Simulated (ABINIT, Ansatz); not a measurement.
# Converging GW for CsPbBr3 (Pm-3m) in ABINIT

Aim: raise bands and screening cutoff together for CsPbBr3 (Pm-3m) and follow gap and time.

Calculated with ABINIT 10.8.3; PBE and many-body steps on it, plane waves.

## (1) Starting point

The structure is cubic, space group Pm-3m (No. 221). The conventional cell has a = 5.949 Å, b = 5.949 Å, c = 5.949 Å, α = 90.00°, β = 90.00°, γ = 90.00°. Cs has 12 Br at 4.21 Å nearest. Nearest to Pb lie 6 Br at 2.97 Å. Nearest to Br lie 2 Pb at 2.97 Å and 4 Cs at 4.21 Å. Farther neighbours and most contacts between anions are not listed.

The cell and positions are those that the Materials Project relaxed with its own functionals (PBE, PBE+U or r2SCAN), kept fixed. Spin-orbit coupling is left out unless a step names it.

## (2) Empty states on the mesh, 2×2×2 mesh, 582 bands

This step: ABINIT 10.8.3; DFT, PBE, plane waves, norm-conserving pseudopotentials.

The sums over transitions need many empty states on a uniform mesh; this step solves for them.

Contents of run.abi:

```
acell 3*1.0 Angstrom
rprim 
  5.948630820000 0.000000000000 0.000000000000
  0.000000000000 5.948630820000 0.000000000000
  0.000000000000 0.000000000000 5.948630820000
ntypat 3
znucl 55 82 35
natom 5
typat 1 2 3 3 3
xred 
  0.000000000000 0.000000000000 0.000000000000
  0.500000000000 0.500000000000 0.500000000000
  0.500000000000 0.500000000000 0.000000000000
  0.500000000000 0.000000000000 0.500000000000
  0.000000000000 0.500000000000 0.500000000000
pp_dirpath "pseudos"
pseudos "Cs.upf, Pb.upf, Br.upf"
ecut 34
ngkpt 2 2 2
nshiftk 1
shiftk 0 0 0
kptopt 1
chksymbreak 0
iscf -2
irdden 1
istwfk *1
nband 582
nbdbuf 52
tolwfr 1e-09
nstep 60
prtvol 0
indata_prefix "in"
outdata_prefix "out"
tmpdata_prefix "tmp"
```

The run is started by

```
> OMP_NUM_THREADS=1 mpirun -n 4 abinit run.abi > log
```

Numbers of over 12 decimals in the logs are rounded to 6 here.

The log of the run:

```text
.Version 10.8.3 of ABINIT. v10.8.2 released Aug 2026.

 Symmetries : space group Pm -3 m (#221); Bravais cP (primitive cubic)
[... echo of the input left out ...]
== DATASET  1 ==================================================================
-   mpi_nproc: 4, omp_nthreads: 1 (-1 if OMP is not activated)

--- !DatasetInfo
iteration_state: {dtset: 1, }
dimensions: {natom: 5, nkpt: 4, mband: 582, nsppol: 1, nspinor: 1, nspden: 1, mpw: 13512, }
cutoff_energies: {ecut:  34.0, pawecutdg:  -1.0, }
[...]
3.80792    3.80793    3.81860    3.82515    3.82528    3.83447    3.83450    3.83461
   3.84252    3.84266    3.85097    3.85123    3.85234    3.86150    3.86771    3.86950
   3.87329    3.88369    3.88654    3.89051    3.89384    3.89798
 prteigrs : prtvol=0 or 1, do not print more k-points.

== END DATASET(S) ==============================================================
================================================================================

 -outvars: echo values of variables after computation  --------
            nband         582
             nkpt           4
          spgroup         221
 [... the other variables as echoed above ...]

 Calculation completed.
```

Run time: 15 min. Hardware: 4 MPI ranks of Arm Neoverse V1, shared host; peak memory 1.1 GiB.

Numbers from this step:

| Property | Result |
| --- | --- |
| gap | 1.690 eV |
| k of the valence top | 0.5, 0.5, 0.5 |
| k of the conduction bottom | 0.5, 0.5, 0.5 |
| least direct gap | 1.690 eV |
| k points computed | 4 |
| lowest point of the top converged band, above the valence top | 95.5675 eV |

On this mesh the gap is 1.690 eV.

The density comes from a self-consistent run that is not shown.

## (3) Screening, 2×2×2 mesh, 102 bands, screening to 76.2 eV

The RPA dielectric matrix is built and inverted for each q.

This step: RPA screening on PBE, plane waves, norm-conserving pseudopotentials.

Edit run.abi of step 2 so:

```diff
@@ -23,10 +23,11 @@
 chksymbreak 0
-iscf -2
-irdden 1
 istwfk *1
-nband 582
-nbdbuf 52
-tolwfr 1e-09
-nstep 60
-prtvol 0
+occopt 1
+irdwfk 1
+optdriver 3
+nband 102
+ecuteps 2.8
+inclvkb 2
+awtr 1
+symchi 1
 indata_prefix "in"
```

The log of the run:

```text
.Version 10.8.3 of ABINIT. v10.8.2 released Aug 2026.

 Symmetries : space group Pm -3 m (#221); Bravais cP (primitive cubic)
[... echo of the input left out ...]
== DATASET  1 ==================================================================
-   mpi_nproc: 4, omp_nthreads: 1 (-1 if OMP is not activated)

--- !DatasetInfo
iteration_state: {dtset: 1, }
dimensions: {natom: 5, nkpt: 4, mband: 102, nsppol: 1, nspinor: 1, nspden: 1, mpw: 13512, }
cutoff_energies: {ecut:  34.0, pawecutdg:  -1.0, }
electrons: {nelect:   8.20000000E+01, charge:   0.00000000E+00, occopt:   1.00000000E+00, tsmear:   1.00000000E-02, }

 SCREENING: Calculation of the susceptibility and dielectric matrices

 Based on a program developped by R.W. Godby, V. Olevano, G. Onida, and L. Reining.
 Incorporated in ABINIT by V. Olevano, G.-M. Rignanese, and M. Torrent.
.Using double precision arithmetic ; gwpc =  8

[... cell and pseudopotentials left out ...]
--------------------------------------------------------------------------------

 ==== K-mesh for the wavefunctions ====
 Number of points in the irreducible wedge :     4
[... list of points left out ...]
 Together with 48 symmetry operations and time-reversal symmetry
 yields     8 points in the full Brillouin Zone.

 ==== Q-mesh for the screening function ====
 Number of points in the irreducible wedge :     4
[... list of points left out ...]
 Together with 48 symmetry operations and time-reversal symmetry
 yields     8 points in the full Brillouin Zone.

 setmesh: FFT mesh size selected  =    40x   40x   40
          total number of points  =        64000

 vcoul_init : cutoff-mode = AUXILIARY_FUNCTION
 q-points for optical limit:   1
     1)      0.000010    0.000020    0.000030

- screening: taking advantage of time-reversal symmetry
- Maximum band index for partially occupied states nbvw = 41
- Remaining bands to be divided among processors   nbcw = 61
- Number of bands treated by each node ~15

 Number of electrons calculated from density =   82.0000; Expected =   82.0000
 average of density, n =  0.057725
 r_s =    1.6051
 omega_plasma =   23.1760 [eV]

 calculating chi0 at frequencies [eV] :
  1    0.000000E+00    0.000000E+00
  2    0.000000E+00    2.317601E+01

--------------------------------------------------------------------------------
  q-point number  1        q = ( 0.000000, 0.000000, 0.000000) [r.l.u.]
--------------------------------------------------------------------------------
[... chi0 elements left out ...]
 For q-point:  0.000010 0.000020 0.000030
  dielectric constant =   9.0752
  dielectric constant without local fields =  10.2597

  Average fulfillment of the sum rule on Im[epsilon] for q-point    1 :     29.89  [%]
[... wings left out ...]
  q-point number  2        q = ( 0.500000, 0.000000, 0.000000) [r.l.u.]
--------------------------------------------------------------------------------
[... chi0 elements left out ...]
  Average fulfillment of the sum rule on Im[epsilon] for q-point    2 :     35.81  [%]

 [... 2 further q-points ...]
```

Wall time 50 s (4 MPI ranks); peak memory 2 GiB.

This step gave:

- ε∞ with local fields, on this mesh, along the program's q direction: 9.075
- the same without local fields: 10.26
- plasma frequency: 23.18 eV
- plane waves in the screening matrix: 305

Local fields lower ε∞ by 12 %. On a Γ-centred mesh this coarse the value itself is usually too large, while a short band sum pulls it down.

## (4) 102 bands, 76.2 eV

The self-energy is evaluated for the states that the input lists, and the levels follow from it, in one-shot runs by the linearised quasiparticle equation.

This step: G0W0 on PBE, plane waves, norm-conserving pseudopotentials.

Edit run.abi of step 3 so:

```diff
@@ -26,8 +26,17 @@
 irdwfk 1
-optdriver 3
+optdriver 4
 nband 102
+gwcalctyp 0
+ecutsigx 34
+symsigma 1
+nkptgw 2
+kptgw 
+  0.5000000000 0.5000000000 0.5000000000
+  0.0000000000 0.0000000000 0.0000000000
+bdgw 
+  38 44
+  39 44
 ecuteps 2.8
-inclvkb 2
-awtr 1
-symchi 1
+irdscr 1
+ppmodel 1
 indata_prefix "in"
```

The log of the run:

```text
.Version 10.8.3 of ABINIT. v10.8.2 released Aug 2026.

 Symmetries : space group Pm -3 m (#221); Bravais cP (primitive cubic)
[... echo of the input left out ...]
== DATASET  1 ==================================================================
-   mpi_nproc: 4, omp_nthreads: 1 (-1 if OMP is not activated)

--- !DatasetInfo
iteration_state: {dtset: 1, }
dimensions: {natom: 5, nkpt: 4, mband: 102, nsppol: 1, nspinor: 1, nspden: 1, mpw: 13512, }
cutoff_energies: {ecut:  34.0, pawecutdg:  -1.0, }
electrons: {nelect:   8.20000000E+01, charge:   0.00000000E+00, occopt:   1.00000000E+00, tsmear:   1.00000000E-02, }

 SIGMA: Calculation of the GW corrections

 Based on a program developped by R.W. Godby, V. Olevano, G. Onida, and L. Reining.
 Incorporated in ABINIT by V. Olevano, G.-M. Rignanese, and M. Torrent.
.Using double precision arithmetic ; gwpc =  8

[... cell and pseudopotentials left out ...]
--------------------------------------------------------------------------------

 ==== K-mesh for the wavefunctions ====
 Number of points in the irreducible wedge :     4
[... list of points left out ...]
 Together with 48 symmetry operations and time-reversal symmetry
 yields     8 points in the full Brillouin Zone.

 ==== Q-mesh for screening function ====
 Number of points in the irreducible wedge :     4
[... list of points left out ...]
 Together with 48 symmetry operations and time-reversal symmetry
 yields     8 points in the full Brillouin Zone.

 vcoul_init : cutoff-mode = AUXILIARY_FUNCTION
 q-points for optical limit:   1
     1)      0.000010    0.000020    0.000030
 setmesh: FFT mesh size selected  =    60x   60x   60
          total number of points  =       216000

 Number of electrons calculated from density =   82.0000; Expected =   82.0000
 average of density, n =  0.057725
 r_s =    1.6051
 omega_plasma =   23.1760 [eV]

 === KS Band Gaps ===
  >>>> For spin  1
   Minimum direct gap =   1.6898 [eV], located at k-point      :   0.5000  0.5000  0.5000
   Fundamental gap    =   1.6898 [eV], Top of valence bands at :   0.5000  0.5000  0.5000
                                       Bottom of conduction at :   0.5000  0.5000  0.5000
 SIGMA fundamental parameters:
 PLASMON POLE MODEL  1
 number of plane-waves for SigmaX                13397
 number of plane-waves for SigmaC and W            305
 number of plane-waves for wavefunctions         13397
 number of bands                                   102
 number of independent spin polarizations            1
 number of spinorial components                      1
 number of k-points in IBZ                           4
 number of q-points in IBZ                           4
 number of symmetry operations                      48
 number of k-points in BZ                            8
 number of q-points in BZ                            8
 number of frequencies for dSigma/dE                 9
 frequency step for dSigma/dE [eV]                0.25
 number of omega for Sigma on real axis              0
 max omega for Sigma on real axis  [eV]           0.00
 zcut for avoiding poles [eV]                     0.10

 EPSILON^-1 parameters (SCR file):
 dimension of the eps^-1 matrix on file            305
 dimension of the eps^-1 matrix used               305
 number of plane-waves for wavefunctions         13397
 number of bands                                   102
 number of q-points in IBZ                           4
 number of frequencies                               2
 number of real frequencies                          1
 number of imag frequencies                          1

 matrix elements of self-energy operator (all in [eV])

 Perturbative Calculation

--- !SelfEnergy_ee
iteration_state: {dtset: 1, }
kpoint     : [   0.500,    0.500,    0.500, ]
spin       : 1
KS_gap     :    1.690
QP_gap     :    3.391
Delta_QP_KS:    1.701
data: !SigmaeeData |
     Band     E0 <VxcDFT>   SigX SigC(E0)      Z dSigC/dE  Sig(E)    E-E0       E
       38   0.404 -14.484 -19.508   3.296   0.790  -0.267 -15.849  -1.365  -0.961
       39   0.404 -14.484 -19.508   3.296   0.790  -0.267 -15.849  -1.365  -0.961
       40   0.404 -14.484 -19.508   3.296   0.790  -0.267 -15.849  -1.365  -0.961
       41   1.844 -15.662 -18.899   2.430   0.806  -0.241 -16.312  -0.650   1.194
       42   3.534 -10.454  -6.594  -2.580   0.821  -0.218  -9.403   1.051   4.585
       43   3.534 -10.454  -6.594  -2.580   0.821  -0.218  -9.403   1.051   4.585
[...]
--- !SelfEnergy_ee
iteration_state: {dtset: 1, }
kpoint     : [   0.000,    0.000,    0.000, ]
spin       : 1
KS_gap     :    4.986
QP_gap     :    6.720
Delta_QP_KS:    1.734
data: !SigmaeeData |
     Band     E0 <VxcDFT>   SigX SigC(E0)      Z dSigC/dE  Sig(E)    E-E0       E
[...]
42   5.036  -6.287  -2.907  -2.899   0.845  -0.183  -5.881   0.406   5.442
       43   6.198  -6.375  -2.776  -2.823   0.845  -0.183  -5.720   0.656   6.854
       44   6.198  -6.375  -2.776  -2.823   0.845  -0.183  -5.720   0.656   6.854

== END DATASET(S) ==============================================================
================================================================================

 -outvars: echo values of variables after computation  --------
           etotal      0.0000000000E+00
            nband         102
             nkpt           4
          spgroup         221
 [... the other variables as echoed above ...]

 Calculation completed.
```

Wall time 14 s (4 MPI ranks); peak memory 1.6 GiB.

Numbers from this step:

- G0W0 gap on the points computed: 3.391 eV
- starting gap on the mesh: 1.690 eV
- k of the valence top: 0.5, 0.5, 0.5
- k of the conduction bottom: 0.5, 0.5, 0.5
- Z at the valence top: 0.806
- Z at the conduction bottom: 0.821
- least direct G0W0 gap on the computed points: 3.391 eV

The gap on the mesh goes from 1.69 eV to 3.39 eV, a correction of +1.70 eV.

## (5) Screening, 2×2×2 mesh, 240 bands, screening to 141.5 eV

This step: RPA screening on PBE, plane waves, norm-conserving pseudopotentials.

Edit run.abi of step 4 so:

```diff
@@ -26,17 +26,8 @@
 irdwfk 1
-optdriver 4
-nband 102
-gwcalctyp 0
-ecutsigx 34
-symsigma 1
-nkptgw 2
-kptgw 
-  0.5000000000 0.5000000000 0.5000000000
-  0.0000000000 0.0000000000 0.0000000000
-bdgw 
-  38 44
-  39 44
-ecuteps 2.8
-irdscr 1
-ppmodel 1
+optdriver 3
+nband 240
+ecuteps 5.2
+inclvkb 2
+awtr 1
+symchi 1
 indata_prefix "in"
```

The log of the run:

```text
.Version 10.8.3 of ABINIT. v10.8.2 released Aug 2026.

 Symmetries : space group Pm -3 m (#221); Bravais cP (primitive cubic)
[... echo of the input left out ...]
== DATASET  1 ==================================================================
-   mpi_nproc: 4, omp_nthreads: 1 (-1 if OMP is not activated)

--- !DatasetInfo
iteration_state: {dtset: 1, }
dimensions: {natom: 5, nkpt: 4, mband: 240, nsppol: 1, nspinor: 1, nspden: 1, mpw: 13512, }
cutoff_energies: {ecut:  34.0, pawecutdg:  -1.0, }
electrons: {nelect:   8.20000000E+01, charge:   0.00000000E+00, occopt:   1.00000000E+00, tsmear:   1.00000000E-02, }

 SCREENING: Calculation of the susceptibility and dielectric matrices

 Based on a program developped by R.W. Godby, V. Olevano, G. Onida, and L. Reining.
 Incorporated in ABINIT by V. Olevano, G.-M. Rignanese, and M. Torrent.
.Using double precision arithmetic ; gwpc =  8

[... cell and pseudopotentials left out ...]
--------------------------------------------------------------------------------

 ==== K-mesh for the wavefunctions ====
 Number of points in the irreducible wedge :     4
[... list of points left out ...]
 Together with 48 symmetry operations and time-reversal symmetry
 yields     8 points in the full Brillouin Zone.

 ==== Q-mesh for the screening function ====
 Number of points in the irreducible wedge :     4
[... list of points left out ...]
 Together with 48 symmetry operations and time-reversal symmetry
 yields     8 points in the full Brillouin Zone.

 setmesh: FFT mesh size selected  =    45x   45x   45
          total number of points  =        91125

 vcoul_init : cutoff-mode = AUXILIARY_FUNCTION
 q-points for optical limit:   1
     1)      0.000010    0.000020    0.000030

- screening: taking advantage of time-reversal symmetry
- Maximum band index for partially occupied states nbvw = 41
- Remaining bands to be divided among processors   nbcw = 199
- Number of bands treated by each node ~49

 Number of electrons calculated from density =   82.0000; Expected =   82.0000
 average of density, n =  0.057725
 r_s =    1.6051
 omega_plasma =   23.1760 [eV]

 calculating chi0 at frequencies [eV] :
  1    0.000000E+00    0.000000E+00
  2    0.000000E+00    2.317601E+01

--------------------------------------------------------------------------------
  q-point number  1        q = ( 0.000000, 0.000000, 0.000000) [r.l.u.]
--------------------------------------------------------------------------------
[... chi0 elements left out ...]
 For q-point:  0.000010 0.000020 0.000030
  dielectric constant =   9.0801
  dielectric constant without local fields =  10.3048

  Average fulfillment of the sum rule on Im[epsilon] for q-point    1 :     54.87  [%]
[... wings left out ...]
  q-point number  2        q = ( 0.500000, 0.000000, 0.000000) [r.l.u.]
--------------------------------------------------------------------------------
[... chi0 elements left out ...]
  Average fulfillment of the sum rule on Im[epsilon] for q-point    2 :     59.36  [%]

 [... 2 further q-points ...]
```

It took 3.7 min on 4 MPI ranks; peak memory 3.3 GiB; 15 min of CPU time.

Numbers from this step:

| Property | Result |
| --- | --- |
| ε∞ with local fields, on this mesh, along the program's q direction | 9.080 |
| the same without local fields | 10.30 |
| plasma frequency | 23.18 eV |
| plane waves in the screening matrix | 799 |

[end of part 1 of 2]

[Paths, hosts, dates, memory and timing lines, banners, echoed tables and standing remarks are left out of the program output.]

[Logs are printed without paths, hosts, clocks, repeated set-up lines and the standing remarks that a program may print on its own settings, such as how far it seeks lower states.]

[Runs of the session that timed out or met a known fault of the program may be left out.]

[Hosts, paths, dates, database ids (printed as entryN), source tags and the programs' standing remarks are cut or masked in the printed files.]

[G0W0 gaps are taken among the corrected bands and points alone; a level outside them can change the order at an edge.]

[Where Ansatz stands beside ABINIT at settings called matched, ABINIT's density can come from a denser mesh and the files from another edition; pairs whose starting gaps differed by over 0.03 eV were left out, so agreement reads better than it is.]
